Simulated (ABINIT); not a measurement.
**Quasiparticle gap of CsPbCl3 (Pm-3m) in ABINIT**

Aim: the G0W0 gap of CsPbCl3 (Pm-3m) on PBE with spin-orbit coupling, step by step.

Method: PBE and many-body steps on it, plane waves, in ABINIT 10.8.3.

## (1) Set-up

It takes space group Pm-3m (No. 221, cubic). The conventional cell has a = 5.605 Å, b = 5.605 Å, c = 5.605 Å, α = 90.00°, β = 90.00°, γ = 90.00°. Nearest to Cs lie 12 Cl at 3.96 Å. Pb has 6 Cl at 2.80 Å nearest. Cl has 2 Pb at 2.80 Å and 4 Cs at 3.96 Å nearest. Farther neighbours, and contacts between anions beyond the nearest, are not listed.

The cell and positions come from the Crystallography Open Database and are kept as given unless a step says otherwise.

## (2) Ground state

This step: ABINIT 10.8.3; DFT, PBE with spin-orbit coupling, plane waves, norm-conserving pseudopotentials.

The ground-state density comes first.

run.abi

```
acell 3*1.0 Angstrom
rprim 
  5.605000000000 0.000000000000 0.000000000000
  0.000000000000 5.605000000000 0.000000000000
  0.000000000000 0.000000000000 5.605000000000
ntypat 3
znucl 55 82 17
natom 5
typat 1 2 3 3 3
xred 
  0.000000000000 0.000000000000 0.000000000000
  0.500000000000 0.500000000000 0.500000000000
  0.500000000000 0.500000000000 0.000000000000
  0.000000000000 0.500000000000 0.500000000000
  0.500000000000 0.000000000000 0.500000000000
pp_dirpath "pseudos"
pseudos "Cs.upf, Pb.upf, Cl.upf"
ecut 32
nspinor 2
ngkpt 4 4 4
nshiftk 1
shiftk 0 0 0
kptopt 1
chksymbreak 0
nband 64
occopt 1
tolvrs 1e-08
nstep 60
prtwf 0
optforces 0
optstress 0
indata_prefix "in"
outdata_prefix "out"
tmpdata_prefix "tmp"
```

Launch:

```
OMP_NUM_THREADS=1 mpirun -n 4 abinit run.abi > log
```

The program printed:

```text
.Version 10.8.3 of ABINIT. v10.8.2 released Aug 2026.

 Symmetries : space group Pm -3 m (#221); Bravais cP (primitive cubic)
================================================================================
 Values of the parameters that define the memory need of the present run
     intxc =       0    ionmov =       0      iscf =       7    lmnmax =      24
     lnmax =      24     mgfft =      54  mpssoang =       7    mqgrid =    3001
     natom =       5  nloc_mem =       1    nspden =       1   nspinor =       2
    nsppol =       1      nsym =      48    n1xccc =    2501    ntypat =       3
    occopt =       1   xclevel =       2
-    mband =          64        mffmem =           1         mkmem =           3
       mpw =       10315          nfft =      157464          nkpt =          10
================================================================================
  Rough estimation (10% accuracy) of disk space for files :
================================================================================

--------------------------------------------------------------------------------
------------- Echo of variables that govern the present computation ------------
--------------------------------------------------------------------------------
 -outvars: echo values of preprocessed input variables --------
            acell      1.8897261259E+00  1.8897261259E+00  1.8897261259E+00 Bohr

      chksymbreak           0
             ecut      3.20000000E+01 Hartree
-          fftalg         312

              ixc     -101130
              kpt      0.00000000E+00  0.00000000E+00  0.00000000E+00
                       2.50000000E-01  0.00000000E+00  0.00000000E+00
                       5.00000000E-01  0.00000000E+00  0.00000000E+00
                       2.50000000E-01  2.50000000E-01  0.00000000E+00
                       5.00000000E-01  2.50000000E-01  0.00000000E+00
                       5.00000000E-01  5.00000000E-01  0.00000000E+00
                       2.50000000E-01  2.50000000E-01  2.50000000E-01
                       5.00000000E-01  2.50000000E-01  2.50000000E-01
                       5.00000000E-01  5.00000000E-01  2.50000000E-01
                       5.00000000E-01  5.00000000E-01  5.00000000E-01
         kptrlatt        4    0    0      0    4    0      0    0    4
          kptrlen      4.23676597E+01
P           mkmem           3
            natom           5
            nband          64
            ngfft          54      54      54
             nkpt          10
          nspinor           2
            nstep          60
             nsym          48
           ntypat           3
              occ      1.000000  1.000000  1.000000  1.000000  1.000000  1.000000
                       1.000000  1.000000  1.000000  1.000000  1.000000  1.000000
                       1.000000  1.000000  1.000000  1.000000  1.000000  1.000000
                       1.000000  1.000000  1.000000  1.000000  1.000000  1.000000
                       1.000000  1.000000  1.000000  1.000000  1.000000  1.000000
                       1.000000  1.000000  1.000000  1.000000  1.000000  1.000000
                       1.000000  1.000000  1.000000  1.000000  1.000000  1.000000
                       1.000000  1.000000  1.000000  1.000000  1.000000  1.000000
                       1.000000  1.000000  1.000000  1.000000  0.000000  0.000000
                       0.000000  0.000000  0.000000  0.000000  0.000000  0.000000
                       0.000000  0.000000  0.000000  0.000000
        optforces           0
        optstress           0
            prtwf           0
            rprim      5.6050000000E+00  0.0000000000E+00  0.0000000000E+00
                       0.0000000000E+00  5.6050000000E+00  0.0000000000E+00
[...]
spgroup         221

           tolvrs      1.00000000E-08

             xred      0.0000000000E+00  0.0000000000E+00  0.0000000000E+00
[...]
znucl       55.00000   82.00000   17.00000

================================================================================

 chkinp: Checking input parameters for consistency.

================================================================================
== DATASET  1 ==================================================================
-   mpi_nproc: 4, omp_nthreads: 1 (-1 if OMP is not activated)

--- !DatasetInfo
iteration_state: {dtset: 1, }
dimensions: {natom: 5, nkpt: 10, mband: 64, nsppol: 1, nspinor: 2, nspden: 1, mpw: 10315, }
cutoff_energies: {ecut:  32.0, pawecutdg:  -1.0, }
electrons: {nelect:   5.20000000E+01, charge:   0.00000000E+00, occopt:   1.00000000E+00, tsmear:   1.00000000E-02, }

 Real(R)+Recip(G) space primitive vectors, cartesian coordinates (Bohr,Bohr^-1):
 R(1)= 10.5919149  0.0000000  0.0000000  G(1)=  0.0944116  0.0000000  0.0000000
 R(2)=  0.0000000 10.5919149  0.0000000  G(2)=  0.0000000  0.0944116  0.0000000
 R(3)=  0.0000000  0.0000000 10.5919149  G(3)=  0.0000000  0.0000000  0.0944116
 Unit cell volume ucvol=  1.1882928E+03 bohr^3
 Angles (23,13,12)=  9.00000000E+01  9.00000000E+01  9.00000000E+01 degrees

 getcut: wavevector=  0.0000  0.0000  0.0000  ngfft=  54  54  54
         ecut(hartree)=     32.000   => boxcut(ratio)=   2.00207

--- Pseudopotential description ------------------------------------------------
[...]
nproj     2     4     4     0
     spin-orbit psp
        nprojso     4     4     0
  pspatm : epsatm=   27.18792780
         --- l  ekb(1:nproj) -->
[...]
1    7.409904    1.294736    0.011676    0.003946
             2    3.444475    0.437989    0.001358    0.000148
  spin-orbit 1    1.483409   -0.533195    0.099372   -0.022495
  spin-orbit 2    0.179886   -0.057429    0.015711   -0.000831
 pspatm: atomic psp has been read  and splines computed

- Cl Generated using ONCVPSP code by D. R. Hamann
- 17.00000   7.00000  180423                  znucl, zion, pspdat
12 -101130 2 -1 1028                          pspcod,pspxc,lmax,lloc,mmax
     nproj     2     3     2     0
     spin-orbit psp
        nprojso     3     4     0
  pspatm : epsatm=    9.13178236
         --- l  ekb(1:nproj) -->
[...]
1    3.824209    1.109357    0.000464
[...]
spin-orbit 1    0.132832   -0.034678    0.012887
  spin-orbit 2    0.001681    0.000419   -0.000137   -0.000027
 pspatm: atomic psp has been read  and splines computed

   4.02461719E+03                                ecore*ucvol(ha*bohr**3)
--------------------------------------------------------------------------------

_setup2: Arith. and geom. avg. npw (full set) are   10275.234   10275.182

================================================================================

--- !BeginCycle
iteration_state: {dtset: 1, }
solver: {iscf: 7, nstep: 60, nline: 4, wfoptalg: 0, }
tolerances: {tolvrs: 1.00E-08, }

     iter   Etot(hartree)      deltaE(h)  residm     vres2
 ETOT  1  -282.27726994275    -2.823E+02 1.729E-01 2.718E+02
 ETOT  2  -282.84510386034    -5.678E-01 1.370E-02 3.955E+01
 ETOT  3  -282.85359346345    -8.490E-03 1.237E-03 7.269E+00
 ETOT  4  -282.85381412375    -2.207E-04 1.637E-03 8.635E-01
 ETOT  5  -282.85383899074    -2.487E-05 8.326E-04 1.791E-01
 ETOT  6  -282.85384371205    -4.721E-06 6.580E-04 2.052E-02
 ETOT  7  -282.85384439157    -6.795E-07 2.649E-04 4.194E-03
 ETOT  8  -282.85384468095    -2.894E-07 1.717E-04 2.282E-04
 ETOT  9  -282.85384469149    -1.054E-08 1.636E-04 4.848E-06
 ETOT 10  -282.85384469194    -4.470E-10 7.027E-05 2.000E-07
 ETOT 11  -282.85384469195    -1.540E-11 1.052E-04 6.733E-09

 At SCF step   11       vres2   =  6.73E-09 < tolvrs=  1.00E-08 =>converged.

--- !ResultsGS
iteration_state: {dtset: 1, }
comment   : Summary of ground state results
lattice_vectors:
- [ 10.5919149,   0.0000000,   0.0000000, ]
- [  0.0000000,  10.5919149,   0.0000000, ]
- [  0.0000000,   0.0000000,  10.5919149, ]
lattice_lengths: [  10.59191,   10.59191,   10.59191, ]
lattice_angles: [ 90.000,  90.000,  90.000, ] # degrees, (23, 13, 12)
lattice_volume:   1.1882928E+03
convergence: {deltae: -1.540E-11, res2:  6.733E-09, residm:  1.052E-04, diffor:  0.000E+00, }
etotal    :  -2.82853845E+02
entropy   :   0.00000000E+00
fermie    :   1.03753237E-01
cartesian_stress_tensor: null
pressure_GPa: null
xred      :
- [  0.0000E+00,   0.0000E+00,   0.0000E+00, Cs]
- [  5.0000E-01,   5.0000E-01,   5.0000E-01, Pb]
- [  5.0000E-01,   5.0000E-01,   0.0000E+00, Cl]
- [  0.0000E+00,   5.0000E-01,   5.0000E-01, Cl]
- [  5.0000E-01,   0.0000E+00,   5.0000E-01, Cl]
cartesian_forces: null
force_length_stats: {min: null, max: null, mean: null, }

 Integrated electronic density in atomic spheres:
 ------------------------------------------------
 Atom  Sphere_radius  Integrated_density
[...]
================================================================================

 ----iterations are completed or convergence reached----

 Mean square residual over all n,k,spin=   49.893E-08; max=  10.520E-05
 reduced coordinates (array xred) for    5 atoms
       0.000000      0.000000      0.000000
       0.500000      0.500000      0.500000
       0.500000      0.500000      0.000000
       0.000000      0.500000      0.500000
       0.500000      0.000000      0.500000
 rms dE/dt=  0.0000E+00; max dE/dt=  0.0000E+00; dE/dt below (all hartree)
    1       0.000000      0.000000      0.000000
    2       0.000000      0.000000      0.000000
    3       0.000000      0.000000      0.000000
    4       0.000000      0.000000      0.000000
    5       0.000000      0.000000      0.000000

 cartesian coordinates (angstrom) at end:
    1      0.000000     0.000000     0.000000
    2      2.802500     2.802500     2.802500
    3      2.802500     2.802500     0.000000
    4      0.000000     2.802500     2.802500
    5      2.802500     0.000000     2.802500
 length scales=  1.889726  1.889726  1.889726 bohr
              =  1.000000  1.000000  1.000000 angstroms
 prteigrs : about to open file out_EIG
 Fermi (or HOMO) energy (hartree) =   0.10375   Average Vxc (hartree)=  -0.29283
 Eigenvalues (hartree) for nkpt=  10  k points:
 kpt#   1, nband= 64, wtk=  0.01563, kpt=  0.0000  0.0000  0.0000 (reduced coord)
  -5.00377   -5.00377   -3.47703   -3.47703   -2.65653   -2.65653   -2.65653   -2.65653
  -0.68191   -0.68191   -0.56114   -0.56114   -0.56114   -0.56114   -0.47581   -0.47581
  -0.47581   -0.47581   -0.46458   -0.46458   -0.45553   -0.45553   -0.41935   -0.41935
  -0.41935   -0.41935   -0.23894   -0.23894   -0.17974   -0.17974   -0.17974   -0.17974
  -0.13752   -0.13752   -0.08001   -0.08001   -0.06593   -0.06593   -0.06593   -0.06593
   0.00408    0.00408    0.00408    0.00408    0.00497    0.00497    0.00619    0.00619
   0.01060    0.01060    0.01060    0.01060    0.22521    0.22521    0.25952    0.25952
   0.25952    0.25952    0.27929    0.27929    0.29260    0.29260    0.29269    0.29282
 prteigrs : prtvol=0 or 1, do not print more k-points.

--- !EnergyTerms
iteration_state     : {dtset: 1, }
comment             : Components of total free energy in Hartree
kinetic             :  8.099808E+01
hartree             :  1.004872E+02
xc                  : -5.440174E+01
Ewald energy        : -1.330174E+02
psp_core            :  3.386890E+00
local_psp           : -3.038128E+02
non_local_psp       :  2.350601E+01
total_energy        : -2.828538E+02
total_energy_eV     : -7.696845E+03
band_energy         : -3.830514E+01

== END DATASET(S) ==============================================================
================================================================================

 -outvars: echo values of variables after computation  --------
           etotal     -2.8285384469E+02
            nband          64
             nkpt          10
          spgroup         221
 [... the other variables as echoed above ...]

 Calculation completed.
```

Run time: 6.9 min. Hardware: 4 MPI ranks of Arm Neoverse V1, shared host; peak memory 0.67 GiB; 27 min of CPU time.

This step gave:

| Quantity | Value |
| --- | --- |
| total energy | -7696.8452 eV |
| gap | 0.6969 eV |
| k of the valence top | 0.5, 0.5, 0.5 |
| k of the conduction bottom | 0.5, 0.5, 0.5 |
| least direct gap | 0.6969 eV |

The gap is direct, at (0.500, 0.500, 0.500).

(Continued in part 2 of 3.)

[Long decimals in the printed logs are rounded to 6 places.]

[Logs are printed without paths, hosts, clocks, repeated set-up lines and the standing remarks that a program may print on its own settings, such as how far it seeks lower states.]

[Paths, hosts, dates, memory and timing lines, banners, echoed tables and standing remarks are left out of the program output; an Ansatz launch command may be rebuilt from the run's recorded settings. Measured values are a selection of at most five: reports struck by readers or far from the other reports are left out. None is set beside runs whose start may be inverted or whose files or cutoffs have a known fault.]

[Runs of the session that timed out or met a known fault of the program may be left out.]

[Hosts, paths, dates, database ids (printed as entryN), source tags and the programs' standing remarks are cut or masked in the printed files.]

[G0W0 gaps are taken among the corrected bands and points alone; a level outside them can change the order at an edge.]

[Where Ansatz stands beside ABINIT at settings called matched, ABINIT's density can come from a denser mesh and the files from another edition; pairs whose starting gaps differed by over 0.03 eV were left out, so agreement reads better than it is.]
